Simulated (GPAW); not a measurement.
# Geometry or basis: what sets the conductance of 1,4-phenylene between two Ir chains

How well does 1,4-phenylene between two Ir chains conduct once its atoms have relaxed, and how much do cheaper levels lose?

Main program and level: GPAW 26.7.0; GPAW LCAO, PAW setups; relaxation of the junction within the symmetry of its start, lead ends held, in the first sound run; inputs show where later runs differ.

This is a report of a sequence of runs, with most program output left out.

### Step 1. The structure

The cell holds 26 atoms: 16 Ir, 6 C and 4 H. Cell: a = 10.798 Å, b = 9.000 Å, c = 41.510 Å, α = 90.0°, β = 90.0°, γ = 90.0°. Regions: left lead, 8 atoms (8 Ir); channel, 10 atoms (6 C and 4 H); right lead, 8 atoms (8 Ir). Vacuum lies along a and b. The structure is stacked along c, and the current runs across the ab planes.

### Step 2. Relaxing the atoms

Transmission follows bond lengths closely, so the atoms between the held lead ends are relaxed first, within whatever symmetry the start has.

run.py

```python
import json
from ase import Atoms
from ase.constraints import FixAtoms
from ase.optimize import BFGS
from gpaw import GPAW, FermiDirac

device = Atoms(
    ['Ir', 'Ir', 'Ir', 'Ir', 'Ir', 'Ir', 'Ir', 'Ir', 'C', 'H', 'H', 'C', 'C', 'C', 'C', 'H', 'H', 'C', 'Ir', 'Ir', 'Ir', 'Ir', 'Ir', 'Ir', 'Ir', 'Ir'],
    positions=[
        [5.39909, 4.50000, 1.15000],
        [5.39909, 4.50000, 3.45000],
        [5.39909, 4.50000, 5.75000],
        [5.39909, 4.50000, 8.05000],
        [5.39909, 4.50000, 10.35000],
        [5.39909, 4.50000, 12.65000],
        [5.39909, 4.50000, 14.95000],
        [5.39909, 4.50000, 17.25000],
        [5.39909, 4.50000, 19.36000],
        [7.54818, 4.50000, 19.51405],
        [3.25000, 4.50000, 19.51405],
        [6.60705, 4.50000, 20.05741],
        [4.19114, 4.50000, 20.05741],
        [6.60705, 4.50000, 21.45224],
        [4.19114, 4.50000, 21.45224],
        [7.54818, 4.50000, 21.99560],
        [3.25000, 4.50000, 21.99560],
        [5.39909, 4.50000, 22.14965],
        [5.39909, 4.50000, 24.25965],
        [5.39909, 4.50000, 26.55965],
        [5.39909, 4.50000, 28.85965],
        [5.39909, 4.50000, 31.15965],
        [5.39909, 4.50000, 33.45965],
        [5.39909, 4.50000, 35.75965],
        [5.39909, 4.50000, 38.05965],
        [5.39909, 4.50000, 40.35965]],
    cell=[[10.79818, 0.0, 0.0], [0.0, 9.0, 0.0], [0.0, 0.0, 41.50965]],
    pbc=True)

device.set_constraint(FixAtoms([0, 1, 2, 3, 4, 5, 6, 19, 20, 21, 22, 23, 24, 25]))
device.calc = GPAW(mode='lcao', basis='dzp', xc='PBE', h=0.18,
                   kpts={'size': (1, 1, 2), 'gamma': True},
                   symmetry={'tolerance': 1e-3, 'extra_ids': [1, 1, 1, 1, 1, 1, 1, 0, 0, 0, 0, 0, 0, 0, 0, 0, 0, 0, 0, 1, 1, 1, 1, 1, 1, 1]},
                   occupations=FermiDirac(0.1), maxiter=250,
                   mixer=dict(beta=0.1, nmaxold=8, weight=100.0),
                   convergence=dict(density=0.0001), txt='relax.txt')
path = []
opt = BFGS(device, maxstep=0.15)
opt.attach(lambda: path.append((device.get_potential_energy(), device.positions.tolist(), device.get_forces().tolist())))
relaxed = bool(opt.run(fmax=0.05, steps=50))
json.dump(dict(relaxed=relaxed, path=path, positions=device.positions.tolist(), moments=device.get_magnetic_moments().tolist(),
               forces=device.get_forces(apply_constraint=False).tolist()), open('result.json', 'w'))
```

On the command line:

```sh
$ OMP_NUM_THREADS=1 OPENBLAS_NUM_THREADS=1 python run.py
```

Elapsed: 13 min, on 1 thread of Arm Neoverse V2, shared host; peak memory 2.2 GiB.

The steps of the relaxation:

```csv
step,energy less that of the first step (eV),largest force (eV/Å)
1,0.0000,2.1612
2,-0.1492,0.8417
3,-0.2025,0.2364
4,-0.2071,0.1378
5,-0.2112,0.1382
6,-0.2148,0.0744
7,-0.2153,0.0479
```

The atoms that moved most (Å):

```csv
atom,dx,dy,dz,length
C9,0.000,0.000,-0.050,0.050
C18,0.000,0.000,0.050,0.050
H11,-0.045,0.000,-0.005,0.045
H17,-0.045,0.000,0.005,0.045
H10,0.045,0.000,-0.005,0.045
H16,0.045,0.000,0.005,0.045
Ir19,0.000,0.000,-0.033,0.033
Ir8,0.000,0.000,0.033,0.033
```

The relaxation lowered the energy of the cell by 0.215 eV (energies extrapolated to zero smearing; the optimiser's log prints free energies). The largest force left on a free atom is 0.048 eV/Å.

### Step 3. GPAW, dzp

Localised orbitals split the wire into layers that couple to their neighbours alone, which is what the Green's function method needs; double zeta with polarisation is the usual level for numbers.

This step: GPAW LCAO, PAW setups; Landauer transmission from Green's functions with principal layers (ASE), zero bias (GPAW 26.7.0).

run.py

```python
import json
import numpy as np
from ase import Atoms
from ase.transport.calculators import TransportCalculator
from gpaw import GPAW, FermiDirac
from gpaw.lcao.tools import get_lcao_hamiltonian
from scipy.linalg import eigh

# The junction with lead layers at both ends, along the third cell vector
device = Atoms(
    ['Ir', 'Ir', 'Ir', 'Ir', 'Ir', 'Ir', 'Ir', 'Ir', 'C', 'H', 'H', 'C', 'C', 'C', 'C', 'H', 'H', 'C', 'Ir', 'Ir', 'Ir', 'Ir', 'Ir', 'Ir', 'Ir', 'Ir'],
    positions=[
        [5.39909, 4.50000, 1.15000],
        [5.39909, 4.50000, 3.45000],
        [5.39909, 4.50000, 5.75000],
        [5.39909, 4.50000, 8.05000],
        [5.39909, 4.50000, 10.35000],
        [5.39909, 4.50000, 12.65000],
        [5.39909, 4.50000, 14.95000],
        [5.39909, 4.50000, 17.28335],
        [5.39909, 4.50000, 19.31039],
        [7.59275, 4.50000, 19.50943],
        [3.20543, 4.50000, 19.50943],
        [6.62296, 4.50000, 20.05034],
        [4.17523, 4.50000, 20.05034],
        [6.62296, 4.50000, 21.45931],
        [4.17523, 4.50000, 21.45931],
        [7.59275, 4.50000, 22.00022],
        [3.20543, 4.50000, 22.00022],
        [5.39909, 4.50000, 22.19926],
        [5.39909, 4.50000, 24.22630],
        [5.39909, 4.50000, 26.55965],
        [5.39909, 4.50000, 28.85965],
        [5.39909, 4.50000, 31.15965],
        [5.39909, 4.50000, 33.45965],
        [5.39909, 4.50000, 35.75965],
        [5.39909, 4.50000, 38.05965],
        [5.39909, 4.50000, 40.35965]],
    cell=[[10.79818, 0.0, 0.0], [0.0, 9.0, 0.0], [0.0, 0.0, 41.50965]],
    pbc=True)

# One principal layer of the lead: the first 5 atoms of the device
lead = Atoms(
    ['Ir', 'Ir', 'Ir', 'Ir', 'Ir'],
    positions=[
        [5.39909, 4.50000, 1.15000],
        [5.39909, 4.50000, 3.45000],
        [5.39909, 4.50000, 5.75000],
        [5.39909, 4.50000, 8.05000],
        [5.39909, 4.50000, 10.35000]],
    cell=[[10.79818, 0.0, 0.0], [0.0, 9.0, 0.0], [0.0, 0.0, 11.5]],
    pbc=True)

settings = dict(mode='lcao', basis='dzp', xc='PBE', h=0.2,
                occupations=FermiDirac(0.1), maxiter=250,
                mixer=dict(beta=0.1, nmaxold=8, weight=100.0),
                convergence=dict(density=0.0001))
energies = np.arange(-2, 2 + 1e-9, 0.025)
eta = 0.0001
n1, n2 = 1, 1
# k and -k transmit alike, so half of the mesh across the current serves
mesh = [(i, j) for i in range(n1) for j in range(n2) if (i, j) <= (-i % n1, -j % n2)]
weights = np.array([1 if (i, j) == (-i % n1, -j % n2) else 2 for i, j in mesh]) / (n1 * n2)

# [... helper functions left out ...]
fermi_lead = ground_state(lead, (1, 1, 10), 'lead.txt')
fermi_device = ground_state(device, (1, 1, 2), 'device.txt')
# [... loop over the mesh left out, but for ...]
        # Shift the lead onto the potential of the device's first layer
        shift = ((H[:, 0, 0] - H0[:, 0, 0]) / S0[0, 0]).real.mean()
# [...]
kT = 8.617333e-5 * 300
bias = [0.1, 0.2, 0.5, 1.0, 1.5, 2.0]
# [... integrals and printing left out ...]
```

It took 4.4 min on 1 thread; peak memory 1.7 GiB.

Numbers from this step:

```yaml
conductance: 0.8059 G₀
largest_coupling_past_the_next_principal_layer: 1.48e-6 eV
largest_misfit_of_the_first_principal_layer: 0.09588 eV
shift_that_aligns_the_lead: 4.84e-5 eV
basis_functions_of_the_junction: 530
basis_functions_of_a_principal_layer: 135
transmission_at_the_fermi_level_one_spin: 0.8102
open_channels_of_the_lead_at_the_fermi_level_one_spin: 6
```

One spin. Transmission, zone mean against energy, zero at the Fermi level:

```csv
energy (eV),"transmission, zone mean"
-2.000,1.15
-1.900,1.11
-1.800,1.07
-1.700,1.03
-1.600,0.991
-1.500,0.956
-1.400,0.925
-1.300,0.900
-1.200,0.879
-1.100,0.857
-1.000,0.831
-0.900,0.804
-0.800,0.780
-0.700,0.762
-0.600,0.752
-0.500,0.752
-0.400,0.760
-0.300,0.775
-0.200,0.808
-0.125,0.837
-0.100,0.837
0.000,0.810
0.100,0.745
0.200,0.722
0.300,0.686
0.400,0.639
0.500,0.591
0.600,0.546
0.700,0.507
0.800,0.465
0.900,0.409
1.000,0.381
1.100,0.358
1.200,0.336
1.300,0.313
1.400,0.286
1.500,0.256
1.600,0.220
1.700,0.176
1.800,0.119
1.900,0.0394
2.000,0.00293
```

Crossings of the lead's bands, unfolded to its shortest repeat. Table of open channels, zone mean by energy, zero at the Fermi level:

```csv
energy (eV),"open channels, zone mean"
-2.000,4
-1.800,4
-1.600,4
-1.400,4
-1.200,6
-1.000,6
-0.800,6
-0.600,6
-0.400,6
-0.200,6
0.000,6
0.200,4
0.400,4
0.600,4
0.800,4
1.000,3
1.200,3
1.400,3
1.600,3
1.800,3
2.000,1
```

Not self-consistent under bias; the bias window is split evenly. The current through one cell, from the zero-bias transmission by bias:

```csv
bias (V),"current through one cell, from the zero-bias transmission (μA)"
0.100,6.23
0.200,12.4
0.500,30.3
1.000,57.8
1.500,82.9
2.000,107
```

The transmission of the three most open eigenchannels by energy, zero at the Fermi level:

```csv
energy (eV),channel 1,channel 2,channel 3
-2.000,0.942,0.212,6.5e-6
-1.900,0.910,0.201,1.2e-4
-1.800,0.876,0.192,2.4e-4
-1.700,0.843,0.185,3.6e-4
-1.600,0.813,0.177,4.7e-4
-1.500,0.787,0.168,5.5e-4
-1.400,0.764,0.160,6.0e-4
-1.300,0.742,0.156,8.9e-4
-1.200,0.719,0.157,0.00120
-1.100,0.695,0.158,0.00147
-1.000,0.669,0.158,0.00177
-0.900,0.643,0.156,0.00210
-0.800,0.618,0.155,0.00251
-0.700,0.598,0.156,0.00315
-0.600,0.583,0.159,0.00434
-0.500,0.575,0.164,0.00576
-0.400,0.574,0.170,0.00850
-0.300,0.577,0.176,0.0135
-0.200,0.582,0.188,0.0269
-0.100,0.586,0.206,0.0339
0.000,0.585,0.200,0.0166
0.100,0.577,0.163,0.00450
0.200,0.560,0.156,0.00463
0.300,0.536,0.145,0.00465
0.400,0.506,0.128,0.00460
0.500,0.474,0.111,0.00452
0.600,0.443,0.0982,0.00443
0.700,0.416,0.0866,0.00440
0.800,0.392,0.0690,0.00439
0.900,0.371,0.0330,0.00441
1.000,0.353,0.0232,0.00445
1.100,0.336,0.0177,0.00448
1.200,0.318,0.0139,0.00447
1.300,0.297,0.0112,0.00439
1.400,0.273,0.00916,0.00423
1.500,0.244,0.00754,0.00396
1.600,0.210,0.00624,0.00356
1.700,0.168,0.00518,0.00298
1.800,0.112,0.00430,0.00210
1.900,0.0352,0.00356,7.0e-4
2.000,0.00293,1.2e-9,4.2e-11
```

Couplings past the next layer reach 1.5e-6 eV, small enough to drop; the matrix elements of the cell's first layer differ from the bulk lead's by up to 0.096 eV. That layer keeps its own values in the calculation, and only beyond it is the lead taken as perfect. The Fermi levels of lead and junction count from different zeros of potential, one for each periodic cell; with both set to zero, the small remaining shift is what aligns them. Without spin-orbit coupling, which is large for these atoms, channel counts and T are those of the scalar-relativistic bands. By hand: G = 0.8059 × 77.48 μS = 62.4 μS, a resistance of 16.0 kΩ; at 0.1 V a linear junction would pass 6.24 μA, and the integral over the bias window gives 6.23 μA.

### Step 4. Single-zeta polarised basis

One radial function a shell plus polarisation makes the matrices smaller; the question is what that costs.

Edit run.py of step 3 so:

```diff
@@ -53,3 +53,3 @@
 
-settings = dict(mode='lcao', basis='dzp', xc='PBE', h=0.2,
+settings = dict(mode='lcao', basis='szp(dzp)', xc='PBE', h=0.2,
                 occupations=FermiDirac(0.1), maxiter=250,
```

Elapsed: 2.3 min, on 1 thread; peak memory 1.6 GiB.

This step gave:

```yaml
conductance: 0.6794 G₀
largest_misfit_of_the_first_principal_layer: 0.1318 eV
shift_that_aligns_the_lead: -0.008039 eV
basis_functions_of_the_junction: 310
basis_functions_of_a_principal_layer: 75
transmission_at_the_fermi_level_one_spin: 0.6855
```

One spin. Transmission, zone mean against energy, zero at the Fermi level:

energy (eV), transmission, zone mean and a bar:
```
   -2.000      0.860 ##############################
   -1.800      0.787 ###########################
   -1.600      0.732 ##########################
   -1.400      0.694 ########################
   -1.200      0.666 #######################
   -1.000      0.626 ######################
   -0.800      0.589 #####################
   -0.600      0.578 ####################
   -0.400      0.597 #####################
   -0.200      0.651 #######################
   -0.100      0.696 ########################
    0.000      0.685 ########################
    0.200      0.599 #####################
    0.400      0.520 ##################
    0.600      0.446 ################
    0.800      0.367 #############
    1.000      0.326 ###########
    1.200      0.293 ##########
    1.400      0.254 #########
    1.600      0.207 #######
    1.800      0.137 #####
    2.000      0.001
```

Not self-consistent under bias; the bias window is split evenly. Table of current through one cell, from the zero-bias transmission by bias:

```csv
bias (V),"current through one cell, from the zero-bias transmission (μA)"
0.100,5.25
0.200,10.4
0.500,25.2
1.000,47.2
1.500,66.9
2.000,85.4
```

The transmission of the three most open eigenchannels by energy, zero at the Fermi level:

```csv
energy (eV),channel 1,channel 2,channel 3
-2.000,0.753,0.107,5.5e-4
-1.800,0.684,0.102,8.0e-4
-1.600,0.636,0.0938,0.00110
-1.400,0.605,0.0870,0.00146
-1.200,0.573,0.0900,0.00179
-1.000,0.530,0.0912,0.00207
-0.800,0.490,0.0938,0.00234
-0.600,0.470,0.101,0.00312
-0.400,0.478,0.107,0.00454
-0.200,0.503,0.121,0.0146
0.000,0.515,0.147,0.0123
0.200,0.491,0.102,0.00542
0.400,0.437,0.0771,0.00518
0.600,0.379,0.0608,0.00489
0.800,0.341,0.0214,0.00476
1.000,0.313,0.00896,0.00477
1.200,0.283,0.00551,0.00470
1.400,0.246,0.00438,0.00363
1.600,0.201,0.00386,0.00245
1.800,0.132,0.00283,0.00164
2.000,0.00106,3.7e-9,8.0e-11
```

The conductance, 0.679 G₀, lies 16 % below that of the dzp run.

### Step 5. GPAW, sz: basis = "sz(dzp)"

One function for each valence shell of the setup, as for a first survey of a large system.

Edit run.py of step 4 so:

```diff
@@ -53,3 +53,3 @@
 
-settings = dict(mode='lcao', basis='szp(dzp)', xc='PBE', h=0.2,
+settings = dict(mode='lcao', basis='sz(dzp)', xc='PBE', h=0.2,
                 occupations=FermiDirac(0.1), maxiter=250,
```

Elapsed: 2.2 min, on 1 thread; peak memory 1.5 GiB.

Numbers from this step:

```
conductance                                    : 0.6137 G₀
largest coupling past the next principal layer : 1.47e-6 eV
largest misfit of the first principal layer    : 0.07543 eV
shift that aligns the lead                     : -0.007541 eV
basis functions of the junction                : 220
basis functions of a principal layer           : 60
transmission at the Fermi level (one spin)     : 0.6186
```

One spin. The transmission, zone mean by energy, zero at the Fermi level:

```csv
energy (eV),"transmission, zone mean"
-2.000,0.678
-1.900,0.651
-1.800,0.628
-1.700,0.609
-1.600,0.592
-1.500,0.579
-1.400,0.566
-1.300,0.554
-1.200,0.542
-1.100,0.527
-1.000,0.510
-0.900,0.497
-0.800,0.488
-0.700,0.486
-0.600,0.489
-0.500,0.499
-0.400,0.515
-0.300,0.535
-0.200,0.572
-0.100,0.620
-0.075,0.621
0.000,0.619
0.100,0.574
0.200,0.551
0.300,0.520
0.400,0.486
0.500,0.454
0.600,0.424
0.700,0.393
0.800,0.346
0.900,0.328
1.000,0.314
1.100,0.300
1.200,0.284
1.300,0.267
1.400,0.246
1.500,0.222
1.600,0.195
1.700,0.161
1.800,0.115
1.900,0.0353
2.000,0.00171
```

The conductance, 0.614 G₀, lies 24 % below that of the dzp run.

### Step 6. LDA in the dzp basis: xc = "LDA"

Back in the dzp basis, the functional changes from PBE to LDA, to set the spread between functionals beside that between bases.

Edit run.py of step 5 so:

```diff
@@ -53,3 +53,3 @@
 
-settings = dict(mode='lcao', basis='sz(dzp)', xc='PBE', h=0.2,
+settings = dict(mode='lcao', basis='dzp', xc='LDA', h=0.2,
                 occupations=FermiDirac(0.1), maxiter=250,
```

It took 4.1 min on 1 thread; peak memory 1.7 GiB.

Numbers from this step:

- conductance: 0.8384 G₀
- largest coupling past the next principal layer: 1.53e-6 eV
- largest misfit of the first principal layer: 0.09241 eV
- shift that aligns the lead: 3.54e-4 eV
- basis functions of the junction: 530
- basis functions of a principal layer: 135
- transmission at the Fermi level (one spin): 0.8442

The conductance, 0.838 G₀, lies 4.0 % above that of the dzp run.

### Step 7. Without the relaxation: geometry = "as built"

The dzp basis with PBE on the structure as first built shows what the relaxation was worth.

Edit run.py of step 6 so:

```diff
@@ -19,14 +19,14 @@
         [5.39909, 4.50000, 14.95000],
-        [5.39909, 4.50000, 17.28335],
-        [5.39909, 4.50000, 19.31039],
-        [7.59275, 4.50000, 19.50943],
-        [3.20543, 4.50000, 19.50943],
-        [6.62296, 4.50000, 20.05034],
-        [4.17523, 4.50000, 20.05034],
-        [6.62296, 4.50000, 21.45931],
-        [4.17523, 4.50000, 21.45931],
-        [7.59275, 4.50000, 22.00022],
-        [3.20543, 4.50000, 22.00022],
-        [5.39909, 4.50000, 22.19926],
-        [5.39909, 4.50000, 24.22630],
+        [5.39909, 4.50000, 17.25000],
+        [5.39909, 4.50000, 19.36000],
+        [7.54818, 4.50000, 19.51405],
+        [3.25000, 4.50000, 19.51405],
+        [6.60705, 4.50000, 20.05741],
+        [4.19114, 4.50000, 20.05741],
+        [6.60705, 4.50000, 21.45224],
+        [4.19114, 4.50000, 21.45224],
+        [7.54818, 4.50000, 21.99560],
+        [3.25000, 4.50000, 21.99560],
+        [5.39909, 4.50000, 22.14965],
+        [5.39909, 4.50000, 24.25965],
         [5.39909, 4.50000, 26.55965],
@@ -53,3 +53,3 @@
 
-settings = dict(mode='lcao', basis='dzp', xc='LDA', h=0.2,
+settings = dict(mode='lcao', basis='dzp', xc='PBE', h=0.2,
                 occupations=FermiDirac(0.1), maxiter=250,
```

Wall time 4.5 min (1 thread); peak memory 1.6 GiB.

Numbers from this step:

- conductance: 0.5877 G₀
- largest coupling past the next principal layer: 1.48e-6 eV
- largest misfit of the first principal layer: 0.1276 eV
- shift that aligns the lead: 7.64e-4 eV
- transmission at the Fermi level (one spin): 0.5913

The conductance, 0.588 G₀, lies 27 % below that of the dzp run.

### Step 8. The ladder

Times are for 1 thread of Arm Neoverse V2, shared host. Results by setting:

```csv
no.,run,conductance (G₀),time,memory (GiB)
1,dzp,0.8059,4.4 min,1.7
2,szp,0.6794,2.3 min,1.6
3,sz,0.6137,2.2 min,1.5
4,dzp LDA,0.8384,4.1 min,1.7
5,asbuilt,0.5877,4.5 min,1.6
```

### Step 9. Comparison

The curves are compared point by point over the common energies.

This step: comparison of transmission and cost over codes, levels and geometry (GPAW 26.7.0).

Ladder, by row:

```csv
step,code,T at the Fermi level (sum over the listed spins),conductance (G0),r.m.s. T(E) from the first,wall time (s),peak memory (GiB),threads
dzp,GPAW,0.8102,0.8059,0,265,1.66,1
szp,GPAW,0.6855,0.6794,0.1611,139.7,1.59,1
sz,GPAW,0.6186,0.6137,0.246,134.3,1.54,1
dzp-LDA,GPAW,0.8442,0.8384,0.01892,245.6,1.68,1
asbuilt,GPAW,0.5913,0.5877,0.1551,268.8,1.65,1
```

Table of transmission, zone mean, sum over the listed spins by energy, zero at the Fermi level:

```csv
energy (eV),dzp,szp,sz,dzp-LDA,asbuilt
-2.000,1.15,0.860,0.678,1.18,1.41
-1.800,1.07,0.787,0.628,1.09,1.23
-1.600,0.991,0.732,0.592,1.01,1.03
-1.400,0.925,0.694,0.566,0.949,0.869
-1.200,0.879,0.666,0.542,0.905,0.764
-1.000,0.831,0.626,0.510,0.854,0.667
-0.800,0.780,0.589,0.488,0.800,0.590
-0.600,0.752,0.578,0.489,0.775,0.550
-0.400,0.760,0.597,0.515,0.785,0.547
-0.200,0.808,0.651,0.572,0.835,0.587
-0.125,0.837,0.693,0.614,0.869,0.612
-0.075,0.831,0.694,0.621,0.864,0.606
0.000,0.810,0.685,0.619,0.844,0.591
0.200,0.722,0.599,0.551,0.742,0.518
0.400,0.639,0.520,0.486,0.647,0.454
0.600,0.546,0.446,0.424,0.552,0.386
0.800,0.465,0.367,0.346,0.463,0.328
1.000,0.381,0.326,0.314,0.384,0.260
1.200,0.336,0.293,0.284,0.337,0.233
1.400,0.286,0.254,0.246,0.282,0.203
1.600,0.220,0.207,0.195,0.212,0.159
1.800,0.119,0.137,0.115,0.110,0.0888
2.000,0.00293,0.00106,0.00171,0.00344,0.00346
```

(Part 1 of 2 ends here.)

[Logs are printed without paths, hosts, clocks, repeated set-up lines and the standing remarks that a program may print on its own settings, such as how far it seeks lower states.]

[Hosts, paths, dates, database ids (printed as entryN), source tags and the programs' standing remarks are cut or masked in the printed files.]
